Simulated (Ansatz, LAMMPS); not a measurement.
# Elastic response of glassy 63SiO2-16Na2O-21K2O (mol %) (114 atoms), part 4 of 4

How stiff is glassy 63SiO2-16Na2O-21K2O (mol %) (114 atoms)?

Ansatz 0.2.0; Kohn-Sham DFT, PBE, PAW (set soft_2), plane waves.

The cell: 24 Si, 12 Na, 16 K and 62 O. The quench rate of 10 K/ps is orders of magnitude faster than experiment. The starting topology of bonds comes from the classical model. Only the Γ point is sampled.

So far. Step 8 (Volume +6 %): The relaxation was stopped at its limit after 10 steps, 1.30 eV below its start, with a largest force component of 0.050 eV/Å. Step 8 (Volume +6 %): Volume +6 %: the energy stands 0.618 eV above that of the reference.

## Step 9: Volume -10 %

The relaxed cell is scaled to another volume.

Input and log are left out; they have the form of those shown for this kind of step.

Elapsed: 5.3 min, on 4 threads of AMD EPYC 7R13 (Zen 3), shared host; peak memory 2.4 GiB.

The relaxation was stopped at its limit after 7 steps, 4.77 eV below its start, with a largest force component of 0.16 eV/Å.

Volume -10 %: the energy stands 2.31 eV above that of the reference.

## Step 10: Stretched by 1 % along x

The relaxed cell is strained along x alone, which gives the stiffness along x and its coupling to y and z.

File input.yaml:

```yaml
crystal:
  lattice:
    - [11.87038, -0.40286, 0.18879]
    - [-0.40689, 12.21221, 0.24646]
    - [0.19068, 0.24646, 12.56278]
  atoms:
    [... the 114 atom lines of step 4 ...]
kpoints:
  mp_grid: { grid: [1, 1, 1] }
hamiltonian:
  xc: pbe
scf:
  occupations: { method: fixed }
output:
  forces: true
  eigenvalues: true
  stress: true
relax:
  f_tol: 0.05
  max_steps: 70
```

The run is started by

```
ansatz run input.yaml --threads 4 --pin off --max-ram 8192MiB --backend cpu --events-out ev --progress --plain --runs-dir out
```

Numbers of over 12 decimals in the logs are rounded to 6 here.

Output:

```text
Warning: output.stress: scf.convergence.dr2_threshold = 1e-7 eV (the SCF's general default) is looser than the 1.08e-8 eV advised for a printed stress (1e-10 eV for each atom of the cell: 114, of which 108 are counted). What an SCF threshold leaves in a stress goes as its square root, and in the free energy as the threshold itself, and one threshold admits the most on a small cell: [...]
[...]
Pseudopotentials: kind: paw
Pseudopotential: Si, paw, valence charge 4, recommended cutoff 420 eV (normal), Si.paw.azcp
Pseudopotential: Na, paw, valence charge 9, recommended cutoff 420 eV (normal), Na.paw.azcp
Pseudopotential: K, paw, valence charge 9, recommended cutoff 420 eV (normal), K.paw.azcp
Pseudopotential: O, paw, valence charge 6, recommended cutoff 420 eV (normal), O.paw.azcp
[... 5 lines on functional and potentials left out ...]
Crystal: 114 atoms, lattice volume = 1817.888 Å³
Basis set: ecut = 420 eV, 35505 PW (Γ), exchange–correlation on 160×180×180 points (8 copies of the dense FFT grid, shifted against one another)
Bands: 474, of which v1, the nominal top of the filled ones, is band 360 counted from 1 (359 counted from 0)
Symmetry: 1 space group operations
Space group: P1 (ITA 1), of the structure as read, at distance tolerance 1.2e-4 Å
k-points: 1
[... 9 lines on functional and potentials left out ...]
Initial density: superposition of atomic densities (neutral atoms: chi_scale 0, normalization atom), corrected by the library's trained network
Initial wavefunctions: pseudopotential atomic-orbital guess
[...]
SCF iter   1: F=—  HF=-93003.077499 eV  |F-HF|=—  |Δ(HF+E_count)|=         —  Δρ=1.43e-3  dr2=4.56e-2  ethr=1.77e-3  ⟨swp⟩=4.0  Hψ=1691  notcnv=0  defer=110
preconditioner: auto → Resta (q_TF=auto, 2.338 Å⁻¹)  ε∞=2.8  [insulator: Δε(μ)=3.292 eV  Ē_g=16.857 eV  n_scr=400 (ndim 8)  ℏωp=22.4 eV  f_vac=0.172  ε∞_Penn≈2.8]
[...]
SCF iter   5: F=—  HF=-93003.085740 eV  |F-HF|=—  |Δ(HF+E_count)|=   9.04e-5  Δρ=8.50e-5  dr2=1.17e-4  ethr=5.28e-8  ⟨swp⟩=2.0  Hψ=697  notcnv=0  defer=112
SCF iter   6: F=-93003.085738 eV  HF=-93003.085737 eV  |F-HF|=1.40e-6  |Δ(HF+E_count)|=   3.61e-6  Δρ=3.08e-5  dr2=1.76e-5  ethr=8.68e-9  ⟨swp⟩=15.0  Hψ=3224  notcnv=0
SCF 1 converged in 6 iterations: F = -93003.085738 eV  dr2 = 1.76e-5
[...]
relax step   1: F+E_penalty+E_count = -93003.08573815 eV  Δ(F+E_penalty+E_count) = +0.000e0 eV  max|allowed force component| = 4.746e-1 eV/Å  Δτ_max = 0.0000 Å  (6 SCF iters, dr2 threshold 6.25e-5 eV, accepted)
[...]
relax step   2: F+E_penalty+E_count = -93003.13033678 eV  Δ(F+E_penalty+E_count) = -4.460e-2 eV  max|allowed force component| = 2.594e-1 eV/Å  Δτ_max = 0.0399 Å  (6 SCF iters, dr2 threshold 1.41e-5 eV, accepted)
[...]
relax step   3: F+E_penalty+E_count = -93003.15342751 eV  Δ(F+E_penalty+E_count) = -2.309e-2 eV  max|allowed force component| = 8.282e-2 eV/Å  Δτ_max = 0.0393 Å  (7 SCF iters, dr2 threshold 4.21e-6 eV, accepted)
[...]
Step cancelled. What follows is not a result of the run: it is the report of the last solve that finished, which converged after 7 SCF iterations.
Free energy (F): -93003.153428 eV
Harris-Foulkes:  -93003.153427 eV  (|F-HF|=5.06e-8)
Internal energy: -93003.153428 eV  (E = F + TS)
E sigma→0 (E₀):  -93003.153428 eV
Fermi energy:    3.369147 eV
--- Per-component energies (eV) ---
[...]
Σ components = -93003.153428   (vs F -93003.153428, Δ=0.00e0)
--- Forces (eV/Å), atoms counted from 1 ---
  atom   1  Si    -0.02923618     0.00777454    -0.00069343
  atom   2  Si    -0.02245799     0.01388814    -0.01823355
  atom   3  Si     0.00929148     0.00152388     0.03886336
  atom   4  Si    -0.01107953     0.00748679    -0.01381105
[...]
atom 114  O     -0.03273234     0.01105989    -0.00360181
  max |Σ_I F_I| component: 1.39e-4 eV/Å
--- Band table (eV) ---
  k-point 0: bands = ["-47.0661", "-46.9269", "-46.8272", "-46.6904", [... 458 levels ...], "12.3889", "12.4257", "12.4292", "12.5000", "12.5049", "12.5261", "12.5558", "12.6009", "12.6290", "12.6456", "12.6719", "12.6876"]
End of that report.
Error: SIGTERM received: cancelled by the caller after 4 completed SCF iterations
```

The job ended after 2.3 min (4 threads of AMD EPYC 7R13 (Zen 3), shared host; peak memory 2.6 GiB; 8.3 min of CPU time).

The run was cut off at its time limit.

The program's message: “Error: SIGTERM received: cancelled by the caller after 4 completed SCF iterations”

The session had allowed this step about 2.3 min.

## Step 11: Pressure against volume

Atoms are relaxed at each volume, in the scaled cell.

```csv
volume change (%),volume (Å³/atom),energy change (meV/atom),pressure (GPa),largest move on relaxing (Å),bonds,gap (eV)
-6,14.841,6.68,2.33,0.68,259,3.49
-3,15.315,1.70,1.11,0.24,256,3.41
+0,15.788,0.00,0.01,-,254,3.33
+3,16.262,1.34,-0.94,0.28,254,3.23
```

## Step 12: Outcome

The bulk modulus, from the slope of pressure against ln V over the three points nearest the relaxed volume, is 34.2 GPa; a quadratic over all points gives a pressure derivative of about 3.2. The count of bonds runs from 254 to 259 over the series, so at some points contacts cross the cutoffs. At -6 % some atom moved by over 0.5 Å on relaxing, so that point may sit in another local minimum. The gap goes from 3.49 eV at the smallest volume to 3.23 eV at the largest, -2.8 eV per unit of ln V by a straight line, on the run's k-points.

Caveats: Strains are finite and relaxations stop at the force tolerance of the input, which can leave moduli too stiff; they are those of a static cell at zero temperature. Volumes are changed with the cell's shape held, so in an anisotropic solid the modulus lies over the one under free hydrostatic load. The program notes that the SCF threshold of the relaxations is loose for the stress.

The DFT runs together took 41 min of wall time.

[Logs are printed without paths, hosts, clocks, repeated set-up lines and the standing remarks that a program may print on its own settings, such as how far it seeks lower states.]

[Hosts, paths, dates, database ids (printed as entryN), source tags and the programs' standing remarks are cut or masked in the printed files.]
